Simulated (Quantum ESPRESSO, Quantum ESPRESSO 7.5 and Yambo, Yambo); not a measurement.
## Quasiparticle gap of PbO (P4/nmm) in Yambo

Wanted: ground state, empty states, screening and self-energy for PbO (P4/nmm).

Method: PBE and many-body steps on it, plane waves, in Quantum ESPRESSO 7.5 and Yambo 5.3.0.

The database entry behind the starting cell differs from later determinations by our own check (c about 1 % long), so it need not match the best structure at ambient conditions.

## Step 1: The starting structure

It takes space group P4/nmm (No. 129, tetragonal). The conventional cell has a = 3.960 Å, b = 3.960 Å, c = 5.070 Å, α = 90.00°, β = 90.00°, γ = 90.00°. Pb has 4 O at 2.32 Å nearest. Nearest to O lie 4 Pb at 2.32 Å. Farther neighbours and most contacts between anions are not listed.

The cell and positions come from the Crystallography Open Database and are kept as given unless a step says otherwise. Spin-orbit coupling is left out unless a step names it.

## Step 2: Ground state

This step: Quantum ESPRESSO 7.5; DFT, PBE, plane waves, norm-conserving pseudopotentials.

The ground-state density comes first.

pw.in reads:

```
&control
  calculation = 'scf'
  prefix = 'x'
  outdir = 'o'
  pseudo_dir = 'pseudo'
/
&system
  ibrav = 0
  nat = 4
  ntyp = 2
  ecutwfc = 76.0
  nbnd = 34
  force_symmorphic = .true.
/
&electrons
  conv_thr = 1e-10
  electron_maxstep = 80
  mixing_beta = 0.5
/
ATOMIC_SPECIES
  Pb 207.2 Pb.upf
  O 15.999 O.upf
CELL_PARAMETERS angstrom
  3.9600000000 0.0000000000 0.0000000000
  0.0000000000 3.9600000000 0.0000000000
  0.0000000000 0.0000000000 5.0700000000
ATOMIC_POSITIONS crystal
  Pb 0.0000000000 0.5000000000 0.2385140000
  Pb 0.5000000000 0.0000000000 0.7614860000
  O 0.0000000000 0.0000000000 0.0000000000
  O 0.5000000000 0.5000000000 0.0000000000
K_POINTS automatic
  6 6 4 0 0 0
```

The run is started by

```
$ OMP_NUM_THREADS=1 mpirun -n 4 pw.x -nk 4 -in pw.in > pw.out
```

Log:

```text
Program PWSCF v.7.5 starts

     This program is part of the open-source Quantum ESPRESSO suite
     for quantum simulation of materials; please cite
         "P. Giannozzi et al., J. Phys.:Condens. Matter 21 395502 (2009);
         "P. Giannozzi et al., J. Phys.:Condens. Matter 29 465901 (2017);
         "P. Giannozzi et al., J. Chem. Phys. 152 154105 (2020);
     in publications or presentations arising from this work. More details at
     Message from routine setup:
     using ibrav=0 with symmetry is DISCOURAGED, use correct ibrav instead

     G-vector sticks info

     bravais-lattice index     =            0
     lattice parameter (alat)  =       7.4833  a.u.
     unit-cell volume          =     536.5311 (a.u.)^3
     number of atoms/cell      =            4
     number of atomic types    =            2
     number of electrons       =        56.00
     number of Kohn-Sham states=           34
     kinetic-energy cutoff     =      76.0000  Ry
     charge density cutoff     =     304.0000  Ry
     scf convergence threshold =      1.0E-10
     mixing beta               =       0.5000
     number of iterations used =            8  plain     mixing
     Exchange-correlation= PBE
                           (   1   4   3   4   0   0   0)

     celldm(1)=   7.483315  celldm(2)=   0.000000  celldm(3)=   0.000000
     celldm(4)=   0.000000  celldm(5)=   0.000000  celldm(6)=   0.000000

     crystal axes: (cart. coord. in units of alat)
               a(1) = (   1.000000   0.000000   0.000000 )
               a(2) = (   0.000000   1.000000   0.000000 )
               a(3) = (   0.000000   0.000000   1.280303 )

     reciprocal axes: (cart. coord. in units 2 pi/alat)
               b(1) = (  1.000000  0.000000  0.000000 )
               b(2) = (  0.000000  1.000000  0.000000 )
               b(3) = (  0.000000  0.000000  0.781065 )
     Pseudo is Norm-conserving + core correction, Zval = 22.0
     Generated using ONCVPSP code by D. R. Hamann
     Using radial grid of 1692 points,  7 beta functions with:
     Pseudo is Norm-conserving + core correction, Zval =  6.0
     Generated using ONCVPSP code by D. R. Hamann
     Using radial grid of  936 points,  5 beta functions with:
     Pb               22.00   207.20000     Pb( 1.00)
     O                 6.00    15.99900     O ( 1.00)

      8 Sym. Ops. (no inversion) found

   Cartesian axes

     site n.     atom                  positions (alat units)
         1        Pb     tau(   1) = (   0.0000000   0.5000000   0.3053702  )
         2        Pb     tau(   2) = (   0.5000000   0.0000000   0.9749328  )
         3        O      tau(   3) = (   0.0000000   0.0000000   0.0000000  )
         4        O      tau(   4) = (   0.5000000   0.5000000   0.0000000  )

     number of k points=    30
                       cart. coord. in units 2pi/alat
        k(    1) = (   0.0000000   0.0000000   0.0000000), wk =   0.0138889
        k(    2) = (   0.0000000   0.0000000   0.1952663), wk =   0.0277778
        k(    3) = (   0.0000000   0.0000000  -0.3905325), wk =   0.0138889
        k(    4) = (   0.0000000   0.1666667   0.0000000), wk =   0.0555556
        k(    5) = (   0.0000000   0.1666667   0.1952663), wk =   0.1111111
        k(    6) = (   0.0000000   0.1666667  -0.3905325), wk =   0.0555556
        k(    7) = (   0.0000000   0.3333333   0.0000000), wk =   0.0555556
        k(    8) = (   0.0000000   0.3333333   0.1952663), wk =   0.1111111
        k(    9) = (   0.0000000   0.3333333  -0.3905325), wk =   0.0555556
        k(   10) = (   0.0000000  -0.5000000   0.0000000), wk =   0.0277778
     [... 18 further rows ...]
        k(   29) = (  -0.5000000  -0.5000000   0.1952663), wk =   0.0277778
        k(   30) = (  -0.5000000  -0.5000000  -0.3905325), wk =   0.0138889

     Dense  grid:    48109 G-vectors     FFT dimensions: (  45,  45,  54)

     Initial potential from superposition of free atoms

     starting charge      55.9957, renormalised to      56.0000
     Starting wfcs are   34 randomized atomic wfcs

     per-process dynamical memory:    58.7 Mb

     Self-consistent Calculation

     iteration #  1     ecut=    76.00 Ry     beta= 0.50

     total energy              =    -904.70561089 Ry
     estimated scf accuracy    <       1.41623504 Ry

     iteration #  2     ecut=    76.00 Ry     beta= 0.50

     total energy              =    -904.92389049 Ry
     estimated scf accuracy    <       1.95910633 Ry

     iteration #  3     ecut=    76.00 Ry     beta= 0.50

     total energy              =    -905.29373876 Ry
     estimated scf accuracy    <       0.03956207 Ry

     iteration #  4     ecut=    76.00 Ry     beta= 0.50

     total energy              =    -905.29603297 Ry
     estimated scf accuracy    <       0.00511704 Ry

     iteration #  5     ecut=    76.00 Ry     beta= 0.50

     total energy              =    -905.29686398 Ry
     estimated scf accuracy    <       0.00097876 Ry

     iteration #  6     ecut=    76.00 Ry     beta= 0.50

     total energy              =    -905.29704782 Ry
     estimated scf accuracy    <       0.00001685 Ry

     iteration #  7     ecut=    76.00 Ry     beta= 0.50

     total energy              =    -905.29704397 Ry
     estimated scf accuracy    <       0.00002331 Ry

     iteration #  8     ecut=    76.00 Ry     beta= 0.50

     total energy              =    -905.29704621 Ry
     estimated scf accuracy    <       0.00000083 Ry

     iteration #  9     ecut=    76.00 Ry     beta= 0.50

     total energy              =    -905.29704641 Ry
     estimated scf accuracy    <       0.00000006 Ry

     iteration # 10     ecut=    76.00 Ry     beta= 0.50

     total energy              =    -905.29704642 Ry
     estimated scf accuracy    <          3.4E-09 Ry

     iteration # 11     ecut=    76.00 Ry     beta= 0.50

     total energy              =    -905.29704642 Ry
     estimated scf accuracy    <          4.1E-10 Ry

     iteration # 12     ecut=    76.00 Ry     beta= 0.50

     total energy              =    -905.29704642 Ry
     estimated scf accuracy    <          4.7E-10 Ry

     iteration # 13     ecut=    76.00 Ry     beta= 0.50

     End of self-consistent calculation

          k = 0.0000 0.0000 0.0000 (  6023 PWs)   bands (ev):

  -128.2830-128.2830 -69.9774 -69.9774 -69.9769 -69.9769 -69.9736 -69.9728
    -7.8584  -7.3200  -5.5689  -5.5689  -5.5086  -5.5056  -5.4213  -5.3480
    -5.3451  -5.3451  -5.3282  -3.9810   3.2148   3.7135   6.2611   6.2611
     8.7623   8.8860   8.8860  10.4904  12.9003  16.0070  16.0704  16.0704
    17.0432  17.0432

          k = 0.0000 0.0000 0.1953 (  6003 PWs)   bands (ev):

  -128.2831-128.2829 -69.9773 -69.9773 -69.9770 -69.9770 -69.9735 -69.9729
    -7.8465  -7.3120  -5.5453  -5.5453  -5.5251  -5.4840  -5.4096  -5.3727
    -5.3727  -5.3572  -5.3400  -3.9736   2.2241   5.0873   6.3359   6.3359
     8.7449   8.8729   8.8729  10.0697  12.6312  15.0213  15.0213  15.5356
    18.3218  18.3219

          k = 0.0000 0.0000-0.3905 (  6026 PWs)   bands (ev):

  -128.2831-128.2829 -69.9773 -69.9773 -69.9771 -69.9771 -69.9734 -69.9731
    -7.8346  -7.3040  -5.5417  -5.5100  -5.5100  -5.4570  -5.4122  -5.4122
    -5.3908  -5.3715  -5.3589  -3.9664   1.7793   6.0769   6.4144   6.4144
     8.7279   8.8572   8.8572   9.4097  12.5985  14.4710  14.4710  14.8306
    19.1286  19.1286

          k = 0.0000 0.1667 0.0000 (  6013 PWs)   bands (ev):

     [... further k-points ...]

     highest occupied, lowest unoccupied level (ev):    10.4904   11.6307

!    total energy              =    -905.29704642 Ry
     estimated scf accuracy    <          8.0E-11 Ry

     The total energy is the sum of the following terms:
     one-electron contribution =    -520.71231522 Ry
     hartree contribution      =     265.95388723 Ry
     xc contribution           =    -152.79671818 Ry
     ewald contribution        =    -497.74190025 Ry

     convergence has been achieved in  13 iterations

     XML data file, charge density, pseudopotentials, collected wavefunctions

=------------------------------------------------------------------------------=
   JOB DONE.
=------------------------------------------------------------------------------=
```

The job ended after 28 s (4 MPI ranks of Arm Neoverse V2, shared host; peak memory 0.42 GiB).

Numbers from this step:

* total energy: -12317.1938 eV
* gap: 1.140 eV
* k of the valence top: 0, 0, 0
* k of the conduction bottom: -0.5, -0.5, 0
* least direct gap: 2.140 eV

The gap is indirect, with the least direct gap 1.00 eV higher.

## Step 3: Bands along the symmetry lines

Levels along a band path, at the cheap level, show where the edges lie and whether the meshes to come will hold them.

pw.in reads:

```
&control
  calculation = 'bands'
  prefix = 'x'
  outdir = 'o'
  pseudo_dir = 'pseudo'
/
&system
  ibrav = 0
  nat = 4
  ntyp = 2
  ecutwfc = 76.0
  nbnd = 34
  force_symmorphic = .true.
/
&electrons
  conv_thr = 1e-9
  electron_maxstep = 80
  diago_full_acc = .true.
  diago_thr_init = 5e-6
/
ATOMIC_SPECIES
  Pb 207.2 Pb.upf
  O 15.999 O.upf
CELL_PARAMETERS angstrom
  3.9600000000 0.0000000000 0.0000000000
  0.0000000000 3.9600000000 0.0000000000
  0.0000000000 0.0000000000 5.0700000000
ATOMIC_POSITIONS crystal
  Pb 0.0000000000 0.5000000000 0.2385140000
  Pb 0.5000000000 0.0000000000 0.7614860000
  O 0.0000000000 0.0000000000 0.0000000000
  O 0.5000000000 0.5000000000 0.0000000000
K_POINTS crystal
  75
  0.00000000 0.00000000 0.00000000 1
  0.00000000 0.06250000 0.00000000 1
  0.00000000 0.12500000 0.00000000 1
  0.00000000 0.18750000 0.00000000 1
  0.00000000 0.25000000 0.00000000 1
  0.00000000 0.31250000 0.00000000 1
  0.00000000 0.37500000 0.00000000 1
  0.00000000 0.43750000 0.00000000 1
  0.00000000 0.50000000 0.00000000 1
  0.06250000 0.50000000 0.00000000 1
  0.12500000 0.50000000 0.00000000 1
  0.18750000 0.50000000 0.00000000 1
  0.25000000 0.50000000 0.00000000 1
  0.31250000 0.50000000 0.00000000 1
  0.37500000 0.50000000 0.00000000 1
  0.43750000 0.50000000 0.00000000 1
  0.50000000 0.50000000 0.00000000 1
  0.43750000 0.43750000 0.00000000 1
  0.37500000 0.37500000 0.00000000 1
  0.31250000 0.31250000 0.00000000 1
  0.25000000 0.25000000 0.00000000 1
  0.18750000 0.18750000 0.00000000 1
  0.12500000 0.12500000 0.00000000 1
  0.06250000 0.06250000 0.00000000 1
  0.00000000 0.00000000 0.00000000 1
  0.00000000 0.00000000 0.06250000 1
  0.00000000 0.00000000 0.12500000 1
  0.00000000 0.00000000 0.18750000 1
  0.00000000 0.00000000 0.25000000 1
  0.00000000 0.00000000 0.31250000 1
  0.00000000 0.00000000 0.37500000 1
  0.00000000 0.00000000 0.43750000 1
  0.00000000 0.00000000 0.50000000 1
  0.00000000 0.06250000 0.50000000 1
  0.00000000 0.12500000 0.50000000 1
  0.00000000 0.18750000 0.50000000 1
  0.00000000 0.25000000 0.50000000 1
  0.00000000 0.31250000 0.50000000 1
  0.00000000 0.37500000 0.50000000 1
  0.00000000 0.43750000 0.50000000 1
  0.00000000 0.50000000 0.50000000 1
  0.06250000 0.50000000 0.50000000 1
  0.12500000 0.50000000 0.50000000 1
  0.18750000 0.50000000 0.50000000 1
  0.25000000 0.50000000 0.50000000 1
  0.31250000 0.50000000 0.50000000 1
  0.37500000 0.50000000 0.50000000 1
  0.43750000 0.50000000 0.50000000 1
  0.50000000 0.50000000 0.50000000 1
  0.43750000 0.43750000 0.50000000 1
  0.37500000 0.37500000 0.50000000 1
  0.31250000 0.31250000 0.50000000 1
  0.25000000 0.25000000 0.50000000 1
  0.18750000 0.18750000 0.50000000 1
  0.12500000 0.12500000 0.50000000 1
  0.06250000 0.06250000 0.50000000 1
  0.00000000 0.00000000 0.50000000 1
  0.00000000 0.50000000 0.00000000 1
  0.00000000 0.50000000 0.06250000 1
  0.00000000 0.50000000 0.12500000 1
  0.00000000 0.50000000 0.18750000 1
  0.00000000 0.50000000 0.25000000 1
  0.00000000 0.50000000 0.31250000 1
  0.00000000 0.50000000 0.37500000 1
  0.00000000 0.50000000 0.43750000 1
  0.00000000 0.50000000 0.50000000 1
  0.50000000 0.50000000 0.00000000 1
  0.50000000 0.50000000 0.06250000 1
  0.50000000 0.50000000 0.12500000 1
  0.50000000 0.50000000 0.18750000 1
  0.50000000 0.50000000 0.25000000 1
  0.50000000 0.50000000 0.31250000 1
  0.50000000 0.50000000 0.37500000 1
  0.50000000 0.50000000 0.43750000 1
  0.50000000 0.50000000 0.50000000 1
```

Log:

```text
[banner, memory and clock lines left out]
Program PWSCF v.7.5 starts

     Atomic positions and unit cell read from directory:
     o/x.save/

     Message from routine setup:
     using ibrav=0 with symmetry is DISCOURAGED, use correct ibrav instead

     G-vector sticks info

     bravais-lattice index     =            0
     lattice parameter (alat)  =       7.4833  a.u.
     unit-cell volume          =     536.5311 (a.u.)^3
     number of atoms/cell      =            4
     number of atomic types    =            2
     number of electrons       =        56.00
     number of Kohn-Sham states=           34
     kinetic-energy cutoff     =      76.0000  Ry
     charge density cutoff     =     304.0000  Ry
     Exchange-correlation= PBE
                           (   1   4   3   4   0   0   0)

     celldm(1)=   7.483315  celldm(2)=   0.000000  celldm(3)=   0.000000
     celldm(4)=   0.000000  celldm(5)=   0.000000  celldm(6)=   0.000000

     crystal axes: (cart. coord. in units of alat)
               a(1) = (   1.000000   0.000000   0.000000 )
               a(2) = (   0.000000   1.000000   0.000000 )
               a(3) = (   0.000000   0.000000   1.280303 )

     reciprocal axes: (cart. coord. in units 2 pi/alat)
               b(1) = (  1.000000  0.000000  0.000000 )
               b(2) = (  0.000000  1.000000  0.000000 )
               b(3) = (  0.000000  0.000000  0.781065 )
     Pseudo is Norm-conserving + core correction, Zval = 22.0
     Generated using ONCVPSP code by D. R. Hamann
     Using radial grid of 1692 points,  7 beta functions with:
     Pseudo is Norm-conserving + core correction, Zval =  6.0
     Generated using ONCVPSP code by D. R. Hamann
     Using radial grid of  936 points,  5 beta functions with:
     Pb               22.00   207.20000     Pb( 1.00)
     O                 6.00    15.99900     O ( 1.00)

      8 Sym. Ops. (no inversion) found

   Cartesian axes

     site n.     atom                  positions (alat units)
         1        Pb     tau(   1) = (   0.0000000   0.5000000   0.3053702  )
         2        Pb     tau(   2) = (   0.5000000   0.0000000   0.9749328  )
         3        O      tau(   3) = (   0.0000000   0.0000000   0.0000000  )
         4        O      tau(   4) = (   0.5000000   0.5000000   0.0000000  )

     number of k points=    75
                       cart. coord. in units 2pi/alat
        k(    1) = (   0.0000000   0.0000000   0.0000000), wk =   0.0266667
        k(    2) = (   0.0000000   0.0625000   0.0000000), wk =   0.0266667
        k(    3) = (   0.0000000   0.1250000   0.0000000), wk =   0.0266667
[...]
[... 63 further rows ...]
        k(   74) = (   0.5000000   0.5000000   0.3417160), wk =   0.0266667
        k(   75) = (   0.5000000   0.5000000   0.3905325), wk =   0.0266667

     Dense  grid:    48109 G-vectors     FFT dimensions: (  45,  45,  54)

     The potential is recalculated from file :
     o/x.save/charge-density

     Starting wfcs are   34 randomized atomic wfcs

     Band Structure Calculation

     End of band structure calculation

          k = 0.0000 0.0000 0.0000 (  6023 PWs)   bands (ev):

  -128.2830-128.2830 -69.9774 -69.9774 -69.9769 -69.9769 -69.9736 -69.9728
    -7.8584  -7.3200  -5.5688  -5.5688  -5.5085  -5.5056  -5.4212  -5.3480
    -5.3450  -5.3450  -5.3281  -3.9810   3.2148   3.7136   6.2611   6.2611
     8.7622   8.8859   8.8859  10.4903  12.9003  16.0071  16.0704  16.0704
    17.0432  17.0432

          k = 0.0000 0.0625 0.0000 (  6021 PWs)   bands (ev):

  -128.2830-128.2830 -69.9774 -69.9774 -69.9769 -69.9769 -69.9736 -69.9728
[...]
16.8800  17.0634

          k = 0.0000 0.1250 0.0000 (  6015 PWs)   bands (ev):

  -128.2830-128.2830 -69.9774 -69.9773 -69.9770 -69.9769 -69.9736 -69.9728
[...]
16.5157  17.1201

[...]
k = 0.5000 0.5000 0.3417 (  5984 PWs)   bands (ev):

  -128.2830-128.2830 -69.9775 -69.9775 -69.9772 -69.9772 -69.9732 -69.9732
[...]
16.2460  16.2460

          k = 0.5000 0.5000 0.3905 (  5984 PWs)   bands (ev):

  -128.2830-128.2830 -69.9775 -69.9775 -69.9772 -69.9772 -69.9732 -69.9732
[...]
-5.3628  -5.3628  -4.4549  -4.4549   2.3599   2.3599   6.5838   6.5838
     8.1891   8.1891   9.4888   9.4888  13.8403  13.8403  15.1573  15.1573
    16.2625  16.2625

     XML data file, pseudopotentials, collected wavefunctions
```

The job ended after 13 s (4 MPI ranks; peak memory 0.31 GiB; 51 s of CPU time).

This step gave:

* gap: 1.139 eV
* k of the valence top: 0, 0.0625, 0
* k of the conduction bottom: 0.5, 0.5, 0
* least direct gap: 2.140 eV

The gap is 1.139 eV, −0.001 eV from the run before at this level.

Electronic bands along the path, in eV, zero at the top of the highest filled band:

```
    point  band 25  band 26  band 27  band 28  band 29  band 30  band 31  band 32
        Γ    -1.73    -1.61    -1.61     0.00     2.41     5.52     5.58     5.58
  halfway    -2.52    -2.01    -1.95    -0.26     3.54     3.54     5.47     5.91
        X    -2.96    -2.96    -1.74    -1.74     3.32     3.32     6.61     6.61
  halfway    -2.21    -2.21    -1.45    -1.45     2.46     2.46     5.39     5.39
        M    -1.76    -1.76    -1.00    -1.00     1.14     1.14     5.20     5.20
  halfway    -2.86    -2.74    -1.23    -0.55     3.02     3.36     4.71     5.17
        Γ    -1.73    -1.61    -1.61     0.00     2.41     5.52     5.58     5.58
  halfway    -1.75    -1.62    -1.62    -0.42     2.14     4.53     4.53     5.04
        Z    -1.76    -1.63    -1.63    -1.08     2.11     3.98     3.98     4.34
  halfway    -2.34    -2.03    -1.18    -1.04     2.29     3.17     4.61     6.58
        R    -2.93    -2.93    -1.07    -1.07     3.01     3.01     6.31     6.31
  halfway    -1.72    -1.72    -1.53    -1.53     3.36     3.36     4.57     4.57
        A    -2.30    -2.30    -1.00    -1.00     3.35     3.35     4.67     4.67
  halfway    -2.76    -1.64    -1.23    -1.15     2.47     3.63     3.85     6.42
        Z    -1.76    -1.63    -1.63    -1.08     2.11     3.98     3.98     4.34
jump to X    -2.96    -2.96    -1.74    -1.74     3.32     3.32     6.61     6.61
  halfway    -2.95    -2.95    -1.36    -1.36     3.16     3.16     6.47     6.47
        R    -2.93    -2.93    -1.07    -1.07     3.01     3.01     6.31     6.31
jump to M    -1.76    -1.76    -1.00    -1.00     1.14     1.14     5.20     5.20
  halfway    -2.04    -2.04    -1.00    -1.00     1.95     1.95     5.52     5.52
        A    -2.30    -2.30    -1.00    -1.00     3.35     3.35     4.67     4.67
```

(Continued in part 2 of 3.)

[Paths, hosts, dates, memory and timing lines, banners, echoed tables and standing remarks are left out of the program output.]

[Logs are printed without paths, hosts, clocks, repeated set-up lines and the standing remarks that a program may print on its own settings, such as how far it seeks lower states.]

[Runs of the session that timed out or met a known fault of the program may be left out.]

[Hosts, paths, dates, database ids (printed as entryN), source tags and the programs' standing remarks are cut or masked in the printed files.]
